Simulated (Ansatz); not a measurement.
# What Mg3SiO (built on the sites of a database entry of Ca3SnO) distorts into

Wanted: the energy along a soft mode of Mg3SiO (built on the sites of a database entry of Ca3SnO) and the structure at the end.

Method: DFT PBE, scalar-relativistic, plane waves, norm-conserving pseudopotentials, in Ansatz 0.2.0.

The structure was built from a prototype and need not be the compound's stable phase.

### Step 1. The starting structure

The structure is cubic, space group Pm-3m (No. 221). The conventional cell has a = 4.222 Å, b = 4.222 Å, c = 4.222 Å, α = 90.00°, β = 90.00°, γ = 90.00°. Nearest to Mg lie 2 O at 2.11 Å and 8 Mg at 2.99 Å and 4 Si at 2.99 Å. Nearest to Si lie 12 Mg at 2.99 Å. Nearest to O lie 6 Mg at 2.11 Å. Farther neighbours and most contacts between anions are not listed.

### Step 2. The dispersion

The cell comes from relaxations at this level that are not shown. Stability and thermal properties need the whole zone. Linear response on a 4×4×4 q mesh gives force constants as far as a supercell of that size would.

File input.yaml:

```yaml
crystal:
  lattice:
    - [4.2216622333, 0.0, 0.0]
    - [0.0, 4.2216622333, 0.0]
    - [0.0, 0.0, 4.2216622333]
  atoms:
    - { symbol: Mg, position: [0.0, 0.5, 0.5] }
    - { symbol: Mg, position: [0.5, 0.0, 0.5] }
    - { symbol: Mg, position: [0.5, 0.5, 0.0] }
    - { symbol: Si, position: [0.0, 0.0, 0.0] }
    - { symbol: O, position: [0.5, 0.5, 0.5] }
kpoints:
  mp_grid: { grid: [8, 8, 8] }
hamiltonian:
  xc: pbe
  pseudopotentials: { kind: nc }
scf:
  occupations: { method: methfessel_paxton, width: 0.2 }
output:
  eigenvalues: true
phonons:
  method: dfpt
  qmesh: [4, 4, 4]
  temperatures: { t_max: 1000, t_step: 50 }
  qpath:
    path:
      - [[0.0, 0.0, 0.0], [0.0, 0.5, 0.0], [0.5, 0.5, 0.0], [0.0, 0.0, 0.0], [0.5, 0.5, 0.5], [0.0, 0.5, 0.0]]
      - [[0.5, 0.5, 0.5], [0.5, 0.5, 0.0]]
    npoints: 10
```

The run is started by

```
$ ansatz run input.yaml --threads 8 --pin off --max-ram 14336MiB --backend cpu --events-out ev --progress --plain --runs-dir out
```

Numbers of over 12 decimals in the logs are rounded to 6 here.

Log:

```text
Engine: ansatz 0.2.0, x86_64-unknown-linux-gnu
Pseudopotentials: kind: nc
Pseudopotential: Mg, nc, valence charge 10, recommended cutoff 1142.878222 eV (normal), Mg.nc.azcp
Pseudopotential: Si, nc, valence charge 4, recommended cutoff 489.804952 eV (normal), Si.nc.azcp
Pseudopotential: O, nc, valence charge 6, recommended cutoff 1240 eV (normal), O.nc.azcp
Functional definition: PBE
  parameter kappa = 0.804
  parameter beta = 0.066725
  exchange = pbe_x(kappa = kappa, mu = beta*pi^2/3)
  correlation = pbe_c(beta = beta)
Crystal: 5 atoms, lattice volume = 75.240 Å³
Basis set: ecut = 1240 eV, 7441 PW (Γ), exchange–correlation on 100×100×100 points (8 copies of the dense FFT grid, shifted against one another)
Bands: 25, of which v1, the nominal top of the filled ones, is band 20 counted from 1 (19 counted from 0)
Symmetry: 48 space group operations
k-points: 35 of 512
Non-local potential: Mg, projectors of the file, l = 0: 2, l = 1: 2
Non-local potential: Si, projectors of the file, l = 0: 2, l = 1: 2, l = 2: 2
Non-local potential: O, projectors of the file, l = 0: 2, l = 1: 2, l = 2: 1
Initial density: superposition of atomic densities (chi_scale 0.1, normalization cell, long waves kept (reshape's long-wave potential 0.01 eV rms))
Initial wavefunctions: pseudopotential atomic-orbital guess
Functional: x = pbe(κ = 0.804, μ = 0.219515), c = pbe(β = 0.066725)
SCF iter   1: F=—  HF=-5432.413663 eV  |F-HF|=—  |Δ(HF+E_count)|=         —  Δρ=9.41e-2  dr2=7.91e0  ethr=3.10e-3  ⟨swp⟩=6.2  Hψ=4126  notcnv=0
preconditioner: auto → Resta (q_TF=auto, 2.456 Å⁻¹)  ε∞=4.5  [insulator: Δε(μ)=0.411 eV  Ē_g=9.169 eV  σ=0.200 eV  W_gap=0.75  n_scr=18 (ndim 8)  ℏωp=17.1 eV  f_vac=0.000  D(μ)=0.13/eV (n_scr^D=0)  ε∞_Penn≈4.5]
SCF iter   2: F=—  HF=-5430.884192 eV  |F-HF|=—  |Δ(HF+E_count)|=    1.53e0  S|Δr|=    0.00e0  Δρ=4.09e-2  dr2=9.88e-1  ethr=3.10e-3  ⟨swp⟩=3.7  Hψ=1744  notcnv=0  defer=31
preconditioner: auto → Kerker (q_TF=auto, 2.456 Å⁻¹)  [metal: Δε(μ)=0.078 eV  Ē_g=8.235 eV  σ=0.200 eV  W_gap=0.32  n_scr=18 (ndim 8)  ℏωp=16.0 eV  f_vac=0.000  D(μ)=0.31/eV (n_scr^D=0)]
SCF iter   3: F=—  HF=-5430.708336 eV  |F-HF|=—  |Δ(HF+E_count)|=   1.76e-1  S|Δr|=    0.00e0  Δρ=1.67e-2  dr2=3.48e-1  ethr=2.47e-3  ⟨swp⟩=2.2  Hψ=1453  notcnv=0  defer=25
SCF iter   4: F=—  HF=-5430.646323 eV  |F-HF|=—  |Δ(HF+E_count)|=   6.20e-2  S|Δr|=    0.00e0  Δρ=7.11e-3  dr2=6.88e-2  ethr=8.69e-4  ⟨swp⟩=2.0  Hψ=955  notcnv=0  defer=25
SCF iter   5: F=—  HF=-5430.629577 eV  |F-HF|=—  |Δ(HF+E_count)|=   1.67e-2  S|Δr|=    0.00e0  Δρ=1.61e-3  dr2=4.59e-3  ethr=1.72e-4  ⟨swp⟩=1.5  Hψ=1166  notcnv=0  defer=23
SCF iter   6: F=—  HF=-5430.628326 eV  |F-HF|=—  |Δ(HF+E_count)|=   1.25e-3  S|Δr|=    0.00e0  Δρ=2.33e-4  dr2=4.89e-5  ethr=1.15e-5  ⟨swp⟩=2.0  Hψ=1064  notcnv=0  defer=23
SCF iter   7: F=—  HF=-5430.628318 eV  |F-HF|=—  |Δ(HF+E_count)|=   8.55e-6  S|Δr|=    0.00e0  Δρ=8.16e-5  dr2=3.12e-6  ethr=1.22e-7  ⟨swp⟩=2.9  Hψ=1530  notcnv=0  defer=23
SCF iter   8: F=—  HF=-5430.627794 eV  |F-HF|=—  |Δ(HF+E_count)|=   5.24e-4  S|Δr|=    0.00e0  Δρ=1.65e-5  dr2=1.46e-7  ethr=7.79e-9  ⟨swp⟩=2.0  Hψ=1126  notcnv=0  defer=23
SCF iter   9: F=—  HF=-5430.627794 eV  |F-HF|=—  |Δ(HF+E_count)|=   1.71e-8  S|Δr|=    0.00e0  Δρ=2.84e-6  dr2=5.66e-9  ethr=3.64e-10  ⟨swp⟩=2.9  Hψ=1686  notcnv=0  defer=23
SCF iter  10: F=—  HF=-5430.627794 eV  |F-HF|=—  |Δ(HF+E_count)|=  5.03e-10  S|Δr|=    0.00e0  Δρ=3.61e-7  dr2=4.40e-11  ethr=1.42e-11  ⟨swp⟩=2.0  Hψ=1028  notcnv=0  defer=23
SCF iter  11: F=-5430.627794 eV  HF=-5430.627794 eV  |F-HF|=3.64e-12  |Δ(HF+E_count)|=  2.64e-11  S|Δr|=    0.00e0  Δρ=8.83e-8  dr2=2.10e-12  ethr=1.00e-12  ⟨swp⟩=11.5  Hψ=5211  notcnv=0
SCF 1 converged in 11 iterations: F = -5430.627794 eV  dr2 = 2.10e-12
Initial density: read from a saved state, or passed on in memory by an earlier SCF of this step, an earlier step, the calling program or the single point that the run made first
iter 1 solved again at ethr=1.84e-7 eV; its pass at ethr=3.10e-3 eV (dr2=7.38e-5 eV) is discarded
SCF iter   1: F=—  HF=-5430.628328 eV  |F-HF|=—  |Δ(HF+E_count)|=         —  Δρ=3.27e-7  dr2=3.06e-11  ethr=1.84e-7  ⟨swp⟩=3.9  Hψ=6988  notcnv=0
eigensolver tolerance schedule: the retry pair's looser diagonalisation over-reported the residual by 2408701.44 of it (diagonalisation noise at an unbounded share of the residual, at the tolerance the schedule requests for it); recorded, not acted on — ethr = c·dr2/N_el stays at c = 1.0e-1
preconditioner: auto → Kerker (q_TF=auto, 2.456 Å⁻¹)  [metal: Δε(μ)=0.126 eV  Ē_g=8.124 eV  σ=0.200 eV  W_gap=0.43  n_scr=18 (ndim 8)  ℏωp=16.0 eV  f_vac=0.000  D(μ)=0.38/eV (n_scr^D=0)]
SCF iter   2: F=—  HF=-5430.627794 eV  |F-HF|=—  |Δ(HF+E_count)|=   5.34e-4  S|Δr|=    0.00e0  Δρ=1.79e-7  dr2=6.48e-12  ethr=1.00e-12  ⟨swp⟩=4.6  Hψ=4740  notcnv=0
SCF iter   3: F=-5430.627794 eV  HF=-5430.627794 eV  |F-HF|=2.73e-12  |Δ(HF+E_count)|=  2.73e-12  S|Δr|=    0.00e0  Δρ=1.06e-7  dr2=2.17e-12  ethr=1.00e-12  ⟨swp⟩=1.0  Hψ=1891  notcnv=0
SCF 2 converged in 3 iterations: F = -5430.627794 eV  dr2 = 2.17e-12
phonons: the bands overlap, so this run is a metal and interpolates without the dipole-dipole term. If the crystal is really an insulator or semiconductor, its LO-TO splitting is missing
NSCF: frozen V_eff on 35 k-points
NSCF: frozen V_eff on 125 k-points
DFPT response loops at q = (0, 0, 0) (fractional): preconditioner auto → Kerker (q_TF=auto, 2.456 Å⁻¹) (partly filled bands, converged f_vac=0.000); β = 1.00, the filter's whole step (`scf.mixing.beta` (0.50) is not read by the response loops under this deck's `scf.mixing.preconditioner`; to damp them name `kerker` or `kerker_dos`, under which they read `scf.mixing.beta`, and type it under 1.00, their step now; both keys bind the ground state too); Broyden in place of MSR1
NSCF: frozen V_eff on 400 k-points
DFPT response loops at q = (0, 0, 0.25) (fractional): mixed as the last ones told, above
NSCF: frozen V_eff on 250 k-points
DFPT response loops at q = (0, 0, -0.5) (fractional): mixed as the last ones told, above
NSCF: frozen V_eff on 640 k-points
DFPT response loops at q = (0, 0.25, 0.25) (fractional): mixed as the last ones told, above
NSCF: frozen V_eff on 400 k-points
DFPT response loops at q = (0, 0.25, -0.5) (fractional): mixed as the last ones told, above
NSCF: frozen V_eff on 250 k-points
DFPT response loops at q = (0, -0.5, -0.5) (fractional): mixed as the last ones told, above
NSCF: frozen V_eff on 1024 k-points
DFPT response loops at q = (0.25, 0.25, 0.25) (fractional): mixed as the last ones told, above
NSCF: frozen V_eff on 640 k-points
DFPT response loops at q = (0.25, 0.25, -0.5) (fractional): mixed as the last ones told, above
NSCF: frozen V_eff on 400 k-points
DFPT response loops at q = (0.25, -0.5, -0.5) (fractional): mixed as the last ones told, above
NSCF: frozen V_eff on 250 k-points
DFPT response loops at q = (-0.5, -0.5, -0.5) (fractional): mixed as the last ones told, above
SCF converged after 11 iterations
Stability not checked: this state was not tested for a lower state beside it, because cold or Methfessel-Paxton smearing, or corrected tetrahedra, fill the levels in a way that the test cannot read (fill_not_monotonic; see scf.lower_state_search)
Free energy (F): -5430.627794 eV
Harris-Foulkes:  -5430.627794 eV  (|F-HF|=3.64e-12)
Internal energy: -5430.628513 eV  (E = F + TS)
E sigma→0 (E₀):  -5430.627974 eV
Entropy (-TS):   0.000719 eV (0.144 meV/atom)
Fermi energy:    8.552317 eV
--- Per-component energies (eV) ---
  E_band       = -1003.595665
  E_kinetic    = 3135.552808
  E_local      = -5445.043450  (includes V_loc(G=0)·N_el)
  E_nonlocal   = -1601.487401
  E_hartree    = 1963.388237
  E_xc         = -820.706852
  E_vxc        = -1019.394118  (∫ρ·V_xc dr)
  E_ewald      = -2662.331855
  E_smearing   = 0.000719  (= −TS)
  E_closure    = 0.000000  (closes the sum)
  Σ components = -5430.627794   (vs F -5430.627794, Δ=0.00e0)
--- Band table (eV; the first three rows and the last of 35) ---
  k-point 0: bands = [... 16 lower, 2.3703, 8.0611, 8.0611, 8.0611, 9.1406, 9.1406, 10.1959, 14.2590, ... 1 higher]
  k-point 1: bands = [... 16 lower, 2.3907, 6.9780, 8.0365, 8.0365, 9.2523, 9.7728, 11.0640, 13.7415, ... 1 higher]
  k-point 2: bands = [... 16 lower, 2.4688, 5.6194, 7.9704, 7.9704, 9.5681, 10.4112, 12.9645, 13.0358, ... 1 higher]
  k-point 34: bands = [... 16 lower, 2.0872, 5.1209, 5.1209, 5.1209, 10.2159, 10.2159, 10.2159, 13.0193, ... 1 higher]
--- Phonons (Γ-DFPT): 4 representative perturbations + reference (Σ response iterations 11) ---
  ASR residual: 1.650e-2 → 0.000e0 eV/Å²; symmetrization residual: 1.163e-5 eV/Å²
  ASR residual per site (eV/Å²): 1.65e-2 1.65e-2 1.65e-2 7.52e-5 1.47e-4
  Γ frequencies (cm⁻¹): 0.00 0.00 0.00 162.01 162.01 162.01 189.75 189.75 189.75 297.48 297.48 297.48 421.78 421.78 421.78
--- Phonons (arbitrary-q DFPT): 10 irreducible q on the 4×4×4 mesh ---
  q = [0.0000, 0.0000, 0.0000] (star 1, of the zone-centre solve; hermiticity 2.39e-6, symmetrization 1.58e-14): -0.00 0.00 0.00 162.01 162.01 162.01 189.75 189.75 189.75 297.48 297.48 297.48 421.78 421.78 421.78
  q = [0.0000, 0.0000, 0.2500] (star 6, 9 solved perturbations in 1560 linear systems a pass and spin channel, the states on 200 of 512 k-point pairs; hermiticity 6.08e-7, symmetrization 2.13e-13, the responses' own estimated error 7.7e-5 eV/Å²): 86.87 86.87 140.16 167.80 168.37 168.37 186.71 186.71 261.73 300.32 300.32 336.06 420.76 420.76 445.29
  q = [0.0000, 0.0000, -0.5000] (star 3, 9 solved perturbations in 975 linear systems a pass and spin channel, the states on 125 of 512 k-point pairs; hermiticity 5.31e-7, symmetrization 9.48e-13, the responses' own estimated error 7.3e-5 eV/Å²): 126.26 126.26 171.25 171.25 174.42 181.65 181.65 229.85 244.18 307.61 307.61 358.37 420.58 420.58 457.33
  q = [0.0000, 0.2500, 0.2500] (star 12, 9 solved perturbations in 2460 linear systems a pass and spin channel, the states on 320 of 512 k-point pairs; hermiticity 4.84e-7, symmetrization 1.70e-13, the responses' own estimated error 8.2e-5 eV/Å²): 89.51 112.64 141.42 165.62 176.16 178.14 193.15 218.41 260.24 286.34 293.80 368.51 394.91 417.16 446.05
  q = [0.0000, 0.2500, -0.5000] (star 12, 15 solved perturbations on 200 of 512 k-point pairs; hermiticity 5.47e-7, symmetrization 2.41e-13, the responses' own estimated error 8.0e-5 eV/Å²): 81.81 147.14 148.78 158.02 180.95 181.27 194.89 224.89 275.58 279.34 289.95 373.88 412.28 414.53 423.07
  q = [0.0000, -0.5000, -0.5000] (star 3, 9 solved perturbations in 975 linear systems a pass and spin channel, the states on 125 of 512 k-point pairs; hermiticity 6.34e-7, symmetrization 6.01e-13, the responses' own estimated error 8.5e-5 eV/Å²): -58.90 70.12 171.32 171.32 191.00 191.00 194.87 194.87 219.12 273.85 332.34 368.60 368.60 409.74 441.26
  q = [0.2500, 0.2500, 0.2500] (star 8, 4 solved perturbations in 1376 linear systems a pass and spin channel, the states on 512 of 512 k-point pairs; hermiticity 4.28e-7, symmetrization 3.09e-13, the responses' own estimated error 8.1e-5 eV/Å²): 94.25 94.25 108.94 195.33 195.33 211.09 216.37 216.37 234.74 290.20 290.20 360.03 396.13 396.13 450.08
  q = [0.2500, 0.2500, -0.5000] (star 12, 9 solved perturbations in 2460 linear systems a pass and spin channel, the states on 320 of 512 k-point pairs; hermiticity 4.82e-7, symmetrization 4.80e-13, the responses' own estimated error 8.2e-5 eV/Å²): 77.06 92.81 103.27 176.36 189.98 209.29 225.60 235.86 271.53 279.78 285.91 346.87 383.52 399.49 455.20
  q = [0.2500, -0.5000, -0.5000] (star 6, 9 solved perturbations in 1560 linear systems a pass and spin channel, the states on 200 of 512 k-point pairs; hermiticity 6.30e-7, symmetrization 4.37e-13, the responses' own estimated error 8.6e-5 eV/Å²): -54.46 87.94 87.94 186.00 205.98 205.98 238.35 238.35 261.91 274.32 282.66 365.89 372.76 372.76 470.62
  q = [-0.5000, -0.5000, -0.5000] (star 1, 4 solved perturbations in 350 linear systems a pass and spin channel, the states on 125 of 512 k-point pairs; hermiticity 7.62e-7, symmetrization 5.10e-13, the responses' own estimated error 7.5e-5 eV/Å²): -52.41 -52.41 -52.41 219.65 219.65 219.65 254.76 254.76 254.76 274.85 274.85 380.30 380.30 380.30 460.50
  sum rule: each row above includes the acoustic sum rule's correction from the zone centre's row sums; it moved no ω² by more than (13.59 cm⁻¹)²
  mesh force constants: q→R imaginary residual 1.05e-18; ASR residual 1.650e-2 → 0.000e0 eV/Å²; symmetrization residual 5.329e-15 eV/Å²
  interpolated dispersion: 62 rows × 15 modes
  density of states and harmonic sums: on the 16×16×16 q-mesh, interpolated from the force constants of a 4×4×4 supercell (no non-analytic term)
  largest difference from the sums on the solved wave vectors: F 2.41e-2 eV, S 2.83e-5 and C_V 5.60e-6 eV/K
  zero-point energy: 0.230667 eV/cell   skipped modes (ω ≤ 0): 49, of them read as no rigid motion or as one in doubt: 46 (1.846e-1 modes/cell left out, lowest -58.90 cm⁻¹)   left out of the sums: 1.24e-2 of the cell's modes: C_V's classical limit lies that fraction below 3 k_B per atom; for a crystal, a wire or a layer, F and S can be off by more, and a phonons.interpolated_qmesh denser along its periods is the remedy for the sampling
```

Run time: 12 min. Hardware: 8 threads of AMD EPYC 9R14 (Zen 4), shared host; peak memory 7.5 GiB; 1.5 h of CPU time.

The column dr2 measures how far the density is from self-consistency, as an energy; F and HF (Harris–Foulkes) agree once it is small.

This step gave:

| Quantity | Value |
| --- | --- |
| volume per atom | 15.05 Å³ |
| gap on the k-mesh | 0 eV |
| sum-rule residual before enforcement | 0.01650 eV/Å² |
| lowest frequency on the path | -58.90 cm⁻¹ |
| point group | m-3m |
| highest frequency on the path or at a solved wavevector | 471 cm⁻¹ |
| highest optical mode at the zone centre (no LO-TO term) | 421.8 cm⁻¹ |
| lowest optical zone-centre mode | 162.0 cm⁻¹ |
| lowest mode on the q mesh (acoustic modes at Γ apart) | -58.9 cm⁻¹ |

Frequencies (cm⁻¹) solved at each irreducible wavevector; negative means imaginary. Frequencies by wavevector, by row:

```csv
q in reciprocal lattice units,star,mode 1,mode 2,mode 3,mode 4,mode 13,mode 14,mode 15
0 0 0,1,0,0,0,162,421.8,421.8,421.8
0 0 0.25,6,86.9,86.9,140.2,167.8,420.8,420.8,445.3
0 0 -0.5,3,126.3,126.3,171.2,171.2,420.6,420.6,457.3
0 0.25 0.25,12,89.5,112.6,141.4,165.6,394.9,417.2,446.1
0 0.25 -0.5,12,81.8,147.1,148.8,158,412.3,414.5,423.1
0 -0.5 -0.5,3,-58.9,70.1,171.3,171.3,368.6,409.7,441.3
0.25 0.25 0.25,8,94.2,94.2,108.9,195.3,396.1,396.1,450.1
0.25 0.25 -0.5,12,77.1,92.8,103.3,176.4,383.5,399.5,455.2
0.25 -0.5 -0.5,6,-54.5,87.9,87.9,186,372.8,372.8,470.6
-0.5 -0.5 -0.5,1,-52.4,-52.4,-52.4,219.7,380.3,380.3,460.5
```

Interpolated from a 4×4×4 q mesh. Phonon branches along the path, in cm⁻¹:

```csv
point,branch 1,branch 2,branch 3,branch 4,branch 12,branch 13,branch 14,branch 15
Γ,0,0,0,162,298,422,422,422
halfway,87,87,140,168,336,421,421,445
X,126,126,171,171,358,421,421,457
halfway,82,147,149,158,374,412,414,423
M,-59,70,171,171,369,369,410,441
halfway,90,113,141,166,368,395,417,446
Γ,0,0,0,162,298,422,422,422
halfway,94,94,109,195,360,396,396,450
R,-52,-52,-52,220,380,380,380,460
halfway,77,93,103,176,347,384,400,455
X,126,126,171,171,358,421,421,457
jump to R,-52,-52,-52,220,380,380,380,460
halfway,-54,88,88,186,366,373,373,471
M,-59,70,171,171,369,369,410,441
```

Symmetry leaves 10 wavevectors to solve. The lowest mode among them, the acoustic zeros apart, lies at q = (0, -0.5, -0.5) and is imaginary, 58.9i cm⁻¹, so the energy falls along it.

### Step 3. The mode frozen in, largest atomic shift 0 Å

The mode followed lies at q = (0, -0.5, -0.5) with frequency 58.9i cm⁻¹, the softest among the wavevectors solved. At small amplitude the distorted cell has space group no. 127 by a symmetry search on the positions. The undistorted cell that holds it gives the zero of energy on the same k mesh.

System of this step: Mg3SiO (built on the sites of a database entry of Ca3SnO). It takes space group Pm-3m (No. 221, cubic). Conventional cell: a = 4.222 Å, b = 4.222 Å, c = 4.222 Å, α = 90.00°, β = 90.00°, γ = 90.00°. Nearest to Mg lie 2 O at 2.11 Å and 4 Si at 2.99 Å and 8 Mg at 2.99 Å. Mg has 2 O at 2.11 Å and 8 Mg at 2.99 Å and 4 Si at 2.99 Å nearest. Si has 12 Mg at 2.99 Å nearest. Nearest to O lie 6 Mg at 2.11 Å. Farther neighbours and most contacts between anions are not listed.

File input.yaml:

```yaml
crystal:
  lattice:
    - [-4.2216622333, 0.0, 0.0]
    - [0.0, -4.2216622333, -4.2216622333]
    - [0.0, -4.2216622333, 4.2216622333]
  atoms:
    - { symbol: Mg, position: [1.0, 0.0, 0.5] }
    - { symbol: Mg, position: [1.0, 0.5, 0.0] }
    - { symbol: Mg, position: [0.5, 0.25, 0.75] }
    - { symbol: Mg, position: [0.5, 0.75, 0.25] }
    - { symbol: Mg, position: [0.5, 0.75, 0.75] }
    - { symbol: Mg, position: [0.5, 0.25, 0.25] }
    - { symbol: Si, position: [0.0, 0.5, 0.5] }
    - { symbol: Si, position: [0.0, 1.0, 0.0] }
    - { symbol: O, position: [0.5, 0.0, 0.5] }
    - { symbol: O, position: [0.5, 0.5, 0.0] }
kpoints:
  mp_grid: { grid: [8, 6, 6] }
hamiltonian:
  xc: pbe
  pseudopotentials: { kind: nc }
scf:
  occupations: { method: methfessel_paxton, width: 0.2 }
output:
  forces: true
  stress: true
  eigenvalues: true
```

Log:

```text
[...]
Crystal: 10 atoms, lattice volume = 150.481 Å³
Basis set: ecut = 1240 eV, 14893 PW (Γ), exchange–correlation on 100×144×144 points (8 copies of the dense FFT grid, shifted against one another)
Bands: 50, of which v1, the nominal top of the filled ones, is band 40 counted from 1 (39 counted from 0)
Symmetry: 32 space group operations
[...]
k-points: 50 of 288
[...]
k-point 0: bands = [... 36 lower, 8.0584, 8.0594, 8.0594, 8.1075, 8.7377, 9.1394, 9.1410, 10.1939, ... 6 higher]
  k-point 1: bands = [... 36 lower, 7.3683, 7.5310, 8.0398, 8.5708, 8.6142, 9.4022, 9.9276, 10.8104, ... 6 higher]
  k-point 2: bands = [... 36 lower, 6.3106, 6.8999, 8.0222, 8.2808, 9.6592, 9.8367, 10.8222, 11.3093, ... 6 higher]
  k-point 49: bands = [... 36 lower, 5.9216, 5.9216, 8.1068, 8.1068, 8.7392, 8.7392, 10.9246, 10.9246, ... 6 higher]
[key lines of the parts left out:]
SCF converged after 9 iterations
Free energy (F): -10861.261144 eV
Fermi energy:    8.488999 eV
P = ⅓ Tr σ = 0.0170 GPa (0.170 kbar)
```

Wall time 5.8 s (8 threads); peak memory 2.2 GiB; 44 s of CPU time.

This step gave:

| Property | Result |
| --- | --- |
| pressure | 0.01698 GPa |
| energy from the undistorted cell | 0 meV/atom |

The run ends at a pressure of 0.02 GPa.

(Part 1 of 2 ends here.)

[Logs are printed without paths, hosts, clocks, repeated set-up lines and the standing remarks that a program may print on its own settings, such as how far it seeks lower states.]

[Hosts, paths, dates, database ids (printed as entryN), source tags and the programs' standing remarks are cut or masked in the printed files.]
